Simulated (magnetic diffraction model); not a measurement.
## Ta₄Cr₄NiRh₃ below its ordering temperature

Space group Amm2 (no. 38), a = 8.1200 Å, b = 4.8710 Å, c = 8.8680 Å.

```
site  atom       x       y       z
  4c    Ta  0.1916     1/2  0.1654
  4c    Ta  0.3097       0  0.3381
  2b    Rh     1/2     1/2  0.3312
  4e    Rh     1/2  0.2594  0.0818
  2a    Ni       0       0  0.1692
  4d    Cr       0  0.2599  0.4146
  4c    Cr  0.2514       0  0.0008
```

The compound is invented for this exercise: a known structure type with other elements, its cell scaled to their sizes and not relaxed.

Only Cr is taken to order (form factors of Cr2+); orders and moment sizes are assumed, and not adapted to the symmetry. Radiation: neutrons of λ = 2.41 Å, 8° to 55°; isotropic B of 0.61 Å² (Ta), 0.65 Å² (Rh), 0.86 Å² (Ni) and 0.84 Å² (Cr). Simulated constant-wavelength pattern: nuclear and magnetic terms add, the magnetic one as |2.695 fm × Σ f S⊥ exp(2πi Q·r) exp(−B s²)|², summed over all Q at one angle with the factor 1/(sin²θ cos θ). For collinear order S is the moment m, which repeats by lattice and centring translations R with the sign exp(−2πi k·R). Free-ion form factors, Sears's scattering lengths of 1992, no absorption; a label names one of the reflections at its angle. The strongest nuclear line in the range is 100, and lines under 0.2 are left out.

Above the ordering temperature:

```
2θ (°)    index      I
 31.54  (0 0 2)   30.6
 32.79  (0 1 1)    8.0
 34.53  (2 0 0)   19.9
 36.08  (1 0 2)   41.9
 37.19  (1 1 1)   51.3
 47.46  (2 0 2)   26.0
 48.36  (2 1 1)  100.0
```

Below it (cell unchanged):

```
2θ (°)      I
 15.62  535.6
 23.22   54.0
 28.64   41.3
 31.54   30.6
 32.79    8.0
 34.53   19.9
 36.08   41.9
 37.19   51.3
 38.10    1.7
 43.12   26.4
 45.46    7.7
 47.46   26.0
 48.11   17.1
 48.36  100.0
 51.42   13.0
```

**Question.** Find the propagation vector, then choose among these models:
A. collinear moments along [111], 1.81 μB on Cr; signs + at (0, 0.2599, 0.4146), + at (0, 0.7401, 0.4146), − at (0.2514, 0, 0.0008), − at (0.7486, 0, 0.0008)
B. collinear moments along [100], 1.81 μB on Cr; signs + at (0, 0.2599, 0.4146), − at (0, 0.7401, 0.4146), − at (0.2514, 0, 0.0008), − at (0.7486, 0, 0.0008)
C. collinear moments along [111], 1.81 μB on Cr; signs + at (0, 0.2599, 0.4146), − at (0, 0.7401, 0.4146), − at (0.2514, 0, 0.0008), − at (0.7486, 0, 0.0008)
D. collinear moments along [100], 1.81 μB on Cr; signs + at (0, 0.2599, 0.4146), + at (0, 0.7401, 0.4146), − at (0.2514, 0, 0.0008), − at (0.7486, 0, 0.0008)

The new lines index as (0 0 1) at 15.62°, (1 0 1) at 23.22°, (0 1 0) at 28.64° and (2 0 1) at 38.10°, that is as H ± k with k = (0 0 1). The indices are whole but break the lattice centring, so the moments reverse under a centring translation, those with k·t a half-integer.

Magnetic intensity, observed (below minus above) and for each model:

| 2θ (°) | index | observed | A | B | C | D |
| --- | --- | --- | --- | --- | --- | --- |
| 15.62 | (0 0 1) | 535.6 | 285.3 | 144.2 | 76.8 | 535.6 |
| 23.22 | (1 0 1) | 54.0 | 68.0 | <0.2 | <0.2 | 54.0 |
| 28.64 | (0 1 0) | 41.3 | 35.5 | 73.0 | 62.7 | 41.3 |
| 33.53 | (1 1 0) | <0.2 | <0.2 | 36.1 | 39.0 | <0.2 |
| 38.10 | (2 0 1) | 1.7 | 6.0 | 6.1 | 20.9 | 1.7 |
| 43.12 | (0 1 2) | 26.4 | 18.0 | 49.7 | 45.0 | 26.4 |
| 45.46 | (2 1 0) | 7.7 | 13.3 | 17.5 | 30.3 | 7.7 |
| 46.70 | (1 1 2) | <0.2 | <0.2 | 33.8 | 26.2 | <0.2 |

Model D matches.

The structure used: k = (0 0 1), collinear moments along [100], 1.81 μB on Cr; signs + at (0, 0.2599, 0.4146), + at (0, 0.7401, 0.4146), − at (0.2514, 0, 0.0008), − at (0.7486, 0, 0.0008).

[Logs are printed without paths, hosts, clocks, repeated set-up lines and the standing remarks that a program may print on its own settings, such as how far it seeks lower states.]
